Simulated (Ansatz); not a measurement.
# As (R-3m, 2 atoms in the cell): zone-centre modes under pressure

Wanted: Grüneisen parameters and pressure coefficients of the modes of As (R-3m, 2 atoms in the cell).

Method: DFT PBEsol, scalar-relativistic, plane waves, PAW; PAW set soft_1, in Ansatz 0.2.0.

Most raw output is cut from this account.

The database entry behind the starting cell differs from later determinations by our own check (old inner coordinate), so it need not match the best structure at ambient conditions.

### 1. Starting point

It takes space group R-3m (No. 166, trigonal). The conventional cell has a = 3.762 Å, b = 3.762 Å, c = 10.542 Å, α = 90.00°, β = 90.00°, γ = 120.00°. As has 3 As at 2.51 Å nearest.

### 2. Bringing the structure to rest

The cell and atoms are relaxed, since residual forces and stress would shift the frequencies.

Input file input.yaml:

```yaml
crystal:
  lattice:
    - [1.8807968987, 1.0858785957, 3.5140619945]
    - [-1.8807968987, 1.0858785957, 3.5140619945]
    - [0.0, -2.1717571915, 3.5140619945]
  atoms:
    - { symbol: As, position: [0.774, 0.774, 0.774] }
    - { symbol: As, position: [0.226, 0.226, 0.226] }
kpoints:
  mp_grid: { grid: [15, 15, 15] }
hamiltonian:
  xc: pbesol
  pseudopotentials: { kind: paw, azcp: { folder: soft_1 }, xc_functional: pbe }
scf:
  occupations: { method: gaussian, width: 0.1 }
output:
  forces: true
  stress: true
  eigenvalues: true
  write_density: true
  write_potential: true
  elf: true
  volumetric_format: npy
relax:
  adjacent_minimum: "off"
  f_tol: 0.005
  max_steps: 80
  cell: { stress_tol: 0.05 }
```

Run with:

```bash
$ ansatz run input.yaml --threads 4 --pin off --max-ram 10240MiB --backend cpu --events-out ev --progress --plain --runs-dir out
```

The job ended after 31 s (4 threads of Intel Xeon at 2.70GHz, shared host; peak memory 0.59 GiB).

The steps of the relaxation:

```csv
step,energy less that of the first step (eV),largest force component (eV/Å),pressure (GPa),volume (Å³)
1,0.0000,0.3683,0.38,43.06
2,-0.0081,0.1707,0.79,41.25
3,-0.0169,0.0696,-0.29,42.02
4,-0.0182,0.0090,-0.12,41.83
5,-0.0182,0.0021,0.00,41.72
6*,-0.0181,0.0023,0.00,41.72
```

Relaxation steps marked * repeat the geometry before them on a plane-wave basis chosen anew for their cell, so energy and pressure can jump there.

The run keeps the 12 symmetry operations that it works with, so distortions that break them were not tested.

| conventional cell, symmetrised | before | after | change |
| --- | --- | --- | --- |
| a (Å) | 3.762 | 3.782 | +0.5 % |
| b (Å) | 3.762 | 3.782 | +0.5 % |
| c (Å) | 10.542 | 10.104 | -4.2 % |
| volume (Å³/atom) | 21.53 | 20.86 | -3.1 % |

The atoms that moved most (Å, as changes of fractional coordinates times the final cell):

```
atom     dx     dy      dz  length
 As1  0.000  0.000  -0.042   0.042
 As2  0.000  0.000   0.042   0.042
```

The relaxed structure:

```xyz
2
Lattice="1.8910 1.0918 3.3679 -1.8910 1.0918 3.3679 0.0000 -2.1835 3.3679" Properties=species:S:1:pos:R:3 pbc="T T T"
As    0.0000    0.0000    7.7780
As    0.0000    0.0000    2.3256
```

Numbers from this step:

```
pressure          : 6.89e-4 GPa
volume per atom   : 20.86 Å³
gap on the k-mesh : 0 eV
```

Electrostatic potential energy in the ac plane of the conventional cell at fractional y = 0.000, with atoms of As within 0.2 Å of it. With pseudopotentials it is smooth inside the atoms' cores, unlike the true potential.

Ten even steps from '0' (-7 eV) to '9' (15 eV), each cell a mean:
```
99988877788999
88887766678888
56777655677766
00257766776410
96016788774038
99305788873069
63027888885114
12478888887632
88888877788888
99887766678889
99887655677899
99887665678899
99887655677899
99887655678899
88888776778888
66788888888876
10257888887410
96116888874038
99205788873069
52026777775004
12467766677632
77887655677887
99888776778889
99988877888999
```
Columns run along a (3.8 Å; values clipped at the 3rd and 97th percentile), rows up along c (10.1 Å), edges of the conventional cell, whose origin can differ from the input's. Atoms in or near the plane, at fractional coordinates: As at (0.00, 0.77), As at (0.00, 0.23).

ELF in the ac plane of the conventional cell at fractional y = 0.000, with atoms of As within 0.2 Å of it. It is the smooth field of the valence electrons, not physical close to the nuclei.

Ten even steps from '0' (0.03) to '9' (0.73), each cell a mean:
```
00012455432100
22234666654222
55556666666555
66777666677776
23687543468852
12687421358741
57886210147886
99963222225799
76433455532356
11124677753111
00125788864100
00136899974200
00135899874200
00125788764100
33223577642223
98642344323578
89974211136899
34786310247863
12687532368741
35787654568864
66777666677776
44445677665444
01123566543111
00012344431000
```
Columns run along a (3.8 Å), rows up along c (10.1 Å), edges of the conventional cell, whose origin can differ from the input's. Atoms in or near the plane, at fractional coordinates: As at (0.00, 0.77), As at (0.00, 0.23).

Valence density in the ac plane of the conventional cell at fractional y = 0.000, with atoms of As within 0.2 Å of it. It is the smooth field of the valence electrons, not physical close to the nuclei.

Values in e/Å³, 24 rows by 14 columns, each cell a mean:
```
 0  0  0  0  0  0  0  0  0  0  0  0  0  0
 0  0  0  0  0  0  0  0  0  0  0  0  0  0
 0  0  0  0  0  0  0  0  0  0  0  0  0  0
 1  1  1  0  0  0  0  0  0  0  0  0  1  1
17  8  2  1  0  0  0  0  0  0  0  1  3 12
36 16  3  1  0  0  0  0  0  0  0  1  7 25
 7  3  1  0  0  0  0  0  0  0  0  1  2  5
 1  1  0  0  0  0  0  0  0  0  0  0  0  1
 0  0  0  0  0  0  0  0  0  0  0  0  0  0
 0  0  0  0  0  0  0  0  0  0  0  0  0  0
 0  0  0  0  0  0  0  0  0  0  0  0  0  0
 0  0  0  0  0  0  0  0  0  0  0  0  0  0
 0  0  0  0  0  0  0  0  0  0  0  0  0  0
 0  0  0  0  0  0  0  0  0  0  0  0  0  0
 0  0  0  0  0  0  0  0  0  0  0  0  0  0
 0  0  0  0  0  0  0  0  0  0  0  0  0  0
 1  1  1  0  0  0  0  0  0  0  0  0  1  1
18  8  2  1  0  0  0  0  0  0  0  1  4 13
35 16  3  1  0  0  0  0  0  0  0  1  6 25
 7  3  1  0  0  0  0  0  0  0  0  1  2  5
 0  0  0  0  0  0  0  0  0  0  0  0  0  0
 0  0  0  0  0  0  0  0  0  0  0  0  0  0
 0  0  0  0  0  0  0  0  0  0  0  0  0  0
 0  0  0  0  0  0  0  0  0  0  0  0  0  0
```
Columns run along a (3.8 Å), rows up along c (10.1 Å), edges of the conventional cell, whose origin can differ from the input's. Atoms in or near the plane, at fractional coordinates: As at (0.00, 0.77), As at (0.00, 0.23).

In this step the volume went from 21.53 to 20.86 Å³/atom.

### 3. Tight relaxation

Phonons need small forces and stress, so the relaxation is finished with tight tolerances on 15×15×15 k points.

input.yaml, the sections that differ from step 2:

```yaml
crystal:
  lattice:
    - [1.8910039306, 1.0917716284, 3.3678516064]
    - [-1.8910039306, 1.0917716284, 3.3678516064]
    - [0.0, -2.1835432568, 3.3678516064]
  atoms:
    - { symbol: As, position: [0.7698241159, 0.7698241159, 0.7698241159] }
    - { symbol: As, position: [0.2301758841, 0.2301758841, 0.2301758841] }
scf:
  occupations: { method: methfessel_paxton, width: 0.2 }
output:
  forces: true
  stress: true
  eigenvalues: true
relax:
  adjacent_minimum: "off"
  f_tol: 0.001
  max_steps: 60
  cell: { stress_tol: 0.01 }
# kpoints, hamiltonian: as in step 2
```

Wall time 15 s (4 threads); peak memory 0.57 GiB.

Little changed from the start: no atom moved by 0.005 Å and no cell edge by 0.1 %.

This step gave:

```
pressure        : 0.002749 GPa
volume per atom : 20.85 Å³
```

The largest force component left is 0.18 meV/Å and the pressure is 0.003 GPa, within the tolerances set. The cell now holds 20.85 Å³/atom.

### 4. Modes at rest

Phonons follow from the second derivative of the energy, found here by linear response.

The modes at rest are the reference of the series.

input.yaml, the sections that differ from step 3:

```yaml
crystal:
  lattice:
    - [1.8911109088, 1.0918333923, 3.3664164511]
    - [-1.8911109088, 1.0918333923, 3.3664164511]
    - [0.0, -2.1836667846, 3.3664164511]
  atoms:
    - { symbol: As, position: [0.769787215, 0.769787215, 0.769787215] }
    - { symbol: As, position: [0.230212785, 0.230212785, 0.230212785] }
output:
  eigenvalues: true
phonons:
  method: dfpt
# kpoints, hamiltonian, scf: as in step 3
# relax: removed
```

Elapsed: 68 s, on 4 threads; peak memory 2.3 GiB; 3.8 min of CPU time.

This step gave:

| Quantity | Value |
| --- | --- |
| sum-rule residual before enforcement | 8.27e-6 eV/Å² |
| point group | -3m |
| highest optical mode at the zone centre (no LO-TO term) | 236.0 cm⁻¹ |
| lowest optical zone-centre mode | 164.9 cm⁻¹ |

Patterns of degenerate modes are one choice out of their space. Modes at Γ:

```csv
mode,frequency (cm⁻¹),symmetry
1,0.0,acoustic
2,0.0,acoustic
3,0.0,acoustic
4,164.9,Eg
5,164.9,Eg
6,236.0,A1g
```

Displacements in mode 4 (164.9 cm⁻¹), the largest set to 1:
```
As1  0.00 -1.00  0.00
As2  0.00  1.00  0.00
```

Displacements in mode 6 (236.0 cm⁻¹), the largest set to 1:
```
As1  0.00  0.00  1.00
As2  0.00  0.00 -1.00
```

Before it was imposed, the acoustic sum rule was missed by 8.3e-6 eV/Å². Small misses are needed for a sound result but don't prove that mesh and cutoff are converged. The lowest optical mode is real, 165 cm⁻¹.

### 5. A member of the series: 1.06 times the volume at rest

The cell is set to 1.06 times the volume at rest, and shape and atoms relax at that volume.

input.yaml, the sections that differ from step 4:

```yaml
crystal:
  lattice:
    - [1.9126213773, 1.104252467, 3.4885880942]
    - [-1.9126213773, 1.104252467, 3.4885880942]
    - [0.0, -2.2085049341, 3.4885880942]
  atoms:
    - { symbol: As, position: [0.7717300362, 0.7717300362, 0.7717300362] }
    - { symbol: As, position: [0.2282699638, 0.2282699638, 0.2282699638] }
output:
  forces: true
  stress: true
  eigenvalues: true
relax:
  adjacent_minimum: "off"
  f_tol: 0.001
  max_steps: 60
  cell: { stress_tol: 0.01, fix: [volume] }
# kpoints, hamiltonian, scf: as in step 4
# phonons: removed
```

Run time: 26 s. Hardware: 4 threads; peak memory 0.59 GiB; 93 s of CPU time.

Relaxation path:

```csv
step,energy less that of the first step (eV),largest force component (eV/Å),pressure (GPa),volume (Å³)
1,0.0000,0.1118,-3.02,44.21
2,-0.0014,0.0421,-2.42,44.21
3,-0.0018,0.0035,-2.36,44.21
4,-0.0018,0.0001,-2.33,44.21
5*,-0.0018,0.0001,-2.33,44.21
```

Relaxation steps marked * repeat the geometry before them on a plane-wave basis chosen anew for their cell, so energy and pressure can jump there.

Forces are held to the 12 operations that the run works with; a distortion that breaks them can't arise in this run.

```csv
"conventional cell, symmetrised",before,after,change
a (Å),3.825,3.806,-0.5 %
b (Å),3.825,3.806,-0.5 %
c (Å),10.466,10.570,+1.0 %
volume (Å³/atom),22.10,22.10,-0.0 %
```

The atoms that moved most (Å, as changes of fractional coordinates times the final cell):

```
atom     dx     dy      dz  length
 As1  0.000  0.000   0.011   0.011
 As2  0.000  0.000  -0.011   0.011
```

The relaxed structure:

```xyz
2
Lattice="1.9032 1.0988 3.5234 -1.9032 1.0988 3.5234 0.0000 -2.1976 3.5234" Properties=species:S:1:pos:R:3 pbc="T T T"
As    0.0000    0.0000    8.1679
As    0.0000    0.0000    2.4022
```

This step gave:

* pressure: -2.328 GPa
* volume per atom: 22.10 Å³

The largest force component left is 0.13 meV/Å, at a pressure of -2.33 GPa.

### 6. Zone-centre modes of the member: 1.06 times the volume at rest

The zone-centre modes follow for 1.06 times the volume at rest.

input.yaml, the sections that differ from step 5:

```yaml
crystal:
  lattice:
    - [1.9031512479, 1.0987848853, 3.523393082]
    - [-1.9031512479, 1.0987848853, 3.523393082]
    - [0.0, -2.1975697706, 3.523393082]
  atoms:
    - { symbol: As, position: [0.772733472, 0.772733472, 0.772733472] }
    - { symbol: As, position: [0.227266528, 0.227266528, 0.227266528] }
output:
  eigenvalues: true
phonons:
  method: dfpt
# kpoints, hamiltonian, scf: as in step 5
# relax: removed
```

Run time: 71 s. Hardware: 4 threads; peak memory 2.3 GiB; 4 min of CPU time.

This step gave:

```
sum-rule residual before enforcement                    : 8.89e-6 eV/Å²
highest optical mode at the zone centre (no LO-TO term) : 240.2 cm⁻¹
lowest optical zone-centre mode                         : 173.8 cm⁻¹
```

Patterns of degenerate modes are one choice out of their space. Modes at Γ:

```
mode  frequency (cm⁻¹)  symmetry
   1               0.0  acoustic
   2               0.0  acoustic
   3               0.0  acoustic
   4             173.8        Eg
   5             173.8        Eg
   6             240.2       A1g
```

The lowest optical mode is real, 174 cm⁻¹, and the highest lies at 240.2 cm⁻¹.

### 7. Relaxation of a member: 0.9 times the volume at rest

The cell is set to 0.9 times the volume at rest, and shape and atoms relax at that volume.

input.yaml, the sections that differ from step 6:

```yaml
crystal:
  lattice:
    - [1.8486409021, 1.0673133225, 3.1705837836]
    - [-1.8486409021, 1.0673133225, 3.1705837836]
    - [0.0, -2.1346266449, 3.1705837836]
  atoms:
    - { symbol: As, position: [0.7658770801, 0.7658770801, 0.7658770801] }
    - { symbol: As, position: [0.2341229199, 0.2341229199, 0.2341229199] }
output:
  forces: true
  stress: true
  eigenvalues: true
relax:
  adjacent_minimum: "off"
  f_tol: 0.001
  max_steps: 60
  cell: { stress_tol: 0.01, fix: [volume] }
# kpoints, hamiltonian, scf: as in step 6
# phonons: removed
```

The job ended after 28 s (4 threads; peak memory 0.55 GiB).

Relaxation path:

| step | energy less that of the first step (eV) | largest force component (eV/Å) | pressure (GPa) | volume (Å³) |
| --- | --- | --- | --- | --- |
| 1 | 0.0000 | 0.1196 | 8.01 | 37.53 |
| 2 | -0.0013 | 0.0228 | 7.60 | 37.53 |
| 3 | -0.0014 | 0.0044 | 7.47 | 37.53 |
| 4 | -0.0014 | 0.0013 | 7.46 | 37.53 |
| 5 | -0.0014 | 0.0000 | 7.47 | 37.53 |
| 6* | -0.0014 | 0.0001 | 7.47 | 37.53 |

Relaxation steps marked * repeat the geometry before them on a plane-wave basis chosen anew for their cell, so energy and pressure can jump there.

The run keeps the 12 symmetry operations that it works with, so distortions that break them were not tested.

```
conventional cell, symmetrised  before  after  change
                         a (Å)   3.697  3.707  +0.3 %
                         b (Å)   3.697  3.707  +0.3 %
                         c (Å)   9.512  9.462  -0.5 %
              volume (Å³/atom)   18.77  18.77  -0.0 %
```

The relaxed structure:

```xyz
2
Lattice="1.8535 1.0701 3.1541 -1.8535 1.0701 3.1541 0.0000 -2.1402 3.1541" Properties=species:S:1:pos:R:3 pbc="T T T"
As    0.0000    0.0000    7.2374
As    0.0000    0.0000    2.2250
```

Numbers from this step:

- pressure: 7.467 GPa
- volume per atom: 18.77 Å³

The largest force component left is 0.054 meV/Å, at a pressure of 7.47 GPa.

### 8. Modes of this member: 0.9 times the volume at rest

The zone-centre modes follow for 0.9 times the volume at rest.

input.yaml, the sections that differ from step 7:

```yaml
crystal:
  lattice:
    - [1.8534579382, 1.0700944395, 3.1541248508]
    - [-1.8534579382, 1.0700944395, 3.1541248508]
    - [0.0, -2.140188879, 3.1541248508]
  atoms:
    - { symbol: As, position: [0.7648622112, 0.7648622112, 0.7648622112] }
    - { symbol: As, position: [0.2351377888, 0.2351377888, 0.2351377888] }
output:
  eigenvalues: true
phonons:
  method: dfpt
# kpoints, hamiltonian, scf: as in step 7
# relax: removed
```

It took 71 s on 4 threads; peak memory 2.1 GiB.

This step gave:

- sum-rule residual before enforcement: 1.07e-5 eV/Å²
- highest optical mode at the zone centre (no LO-TO term): 222.7 cm⁻¹
- lowest optical zone-centre mode: 134.2 cm⁻¹

Patterns of degenerate modes are one choice out of their space. Modes at Γ:

| mode | frequency (cm⁻¹) | symmetry |
| --- | --- | --- |
| 1 | 0.0 | acoustic |
| 2 | 0.0 | acoustic |
| 3 | 0.0 | acoustic |
| 4 | 134.2 | Eg |
| 5 | 134.2 | Eg |
| 6 | 222.7 | A1g |

Displacements in mode 4 (134.2 cm⁻¹), the largest set to 1:
```
As1  0.00  1.00  0.00
As2  0.00 -1.00  0.00
```

Displacements in mode 6 (222.7 cm⁻¹), the largest set to 1:
```
As1  0.00  0.00  1.00
As2  0.00  0.00 -1.00
```

The lowest optical mode is real, 134 cm⁻¹, and the highest lies at 222.7 cm⁻¹.

Between step 4 and this run (volume ratio 0.9) the value for the highest optical mode at the zone centre (no LO-TO term) moves from 236 cm⁻¹ to 223 cm⁻¹ (-6 %).

### 9. All members side by side

The members are set side by side, also those not shown above.

Each row is one cell with its response, relaxed at fixed volume as far as symmetry leaves anything free; energies are extrapolated to zero smearing, and E0 is that at rest; shape and atoms are relaxed in each cell where symmetry leaves them free; all runs use 15×15×15 k points and Methfessel-Paxton smearing of 0.2 eV. State of the crystal along the series:

```
volume ratio  V (Å³/atom)  pressure (GPa)  E - E0 (meV/atom)  first cell vector (Å)  third cell vector (Å)
         0.9        18.77           7.467              43.17                  3.812                  3.812
        0.92        19.18           5.549              26.25                   3.85                   3.85
        0.94         19.6           3.869              14.03                  3.889                  3.889
        0.96        20.02           2.397              5.923                  3.929                  3.929
        0.98        20.44           1.107              1.409                   3.97                   3.97
        0.99        20.64          0.5271             0.3449                  3.991                  3.991
           1        20.85        0.002749                  0                  4.013                  4.013
        1.02        21.27         -0.9439              1.267                  4.056                  4.056
        1.04        21.69          -1.715              4.781                  4.103                  4.103
        1.06         22.1          -2.328              10.11                  4.152                  4.152
```

Each mode is tracked from rest by its pattern, and modes that stay within 0.3 cm⁻¹ of each other stand once; shape and atoms are relaxed in each cell where symmetry leaves them free; all runs use 15×15×15 k points and Methfessel-Paxton smearing of 0.2 eV. Optical modes along the series:

| V (Å³/atom) | mode 4 Eg (cm⁻¹) | mode 6 A1g (cm⁻¹) |
| --- | --- | --- |
| 18.77 | 134.2 | 222.7 |
| 19.18 | 141.1 | 226.2 |
| 19.6 | 148.7 | 229.1 |
| 20.02 | 155.8 | 231.9 |
| 20.44 | 161.1 | 234.2 |
| 20.64 | 163 | 235.1 |
| 20.85 | 164.9 | 236 |
| 21.27 | 167.7 | 236.9 |
| 21.69 | 170.3 | 238.1 |
| 22.1 | 173.8 | 240.2 |

From cubic fits (parabolas where under five rows exist) of ln ω and P against ln V through the rows within about 4 % of rest: γ = −d ln ω / d ln V and dω/dP = γ ω / B. Slopes at rest:

| mode | fitted frequency at rest (cm⁻¹) | Grüneisen parameter γ | dω/dP (cm⁻¹/GPa) |
| --- | --- | --- | --- |
| mode 4 Eg | 164.8 | -0.98 | -3.16 |
| mode 6 A1g | 235.8 | -0.27 | -1.26 |

### 10. Summary of results

* members: 10
* highest optical mode at the zone centre (no LO-TO term), at rest: 236.0 cm⁻¹
* bulk modulus at rest: 51.2 GPa
* mode 4 Eg, γ: -0.98
* mode 6 A1g, γ: -0.27

**Reading.** The series spans -2.3 to 7.5 GPa, and the slope at rest gives a bulk modulus of 51 GPa. Among the modes in the table of slopes γ runs from -0.98 (mode 4 Eg) to -0.27 (mode 6 A1g). A negative γ means that the mode softens under pressure. One k mesh and one cutoff serve the ground states and modes of all volumes. These are harmonic frequencies at zero temperature: anharmonic shifts, linewidths and thermal expansion are left out. With no gap, or one that is small against the smearing, the frequencies hang on the k mesh and the smearing, most of all near Kohn anomalies. The PAW files were made for PBE; the program adapts parts of them to the functional of the run, but their partial waves stay those of PBE, an approximation that was not tested in this session. Only the zone centre was solved, so an instability at another wavevector cannot show here.

[Logs are printed without paths, hosts, clocks, repeated set-up lines and the standing remarks that a program may print on its own settings, such as how far it seeks lower states.]

[Hosts, paths, dates, database ids (printed as entryN), source tags and the programs' standing remarks are cut or masked in the printed files.]
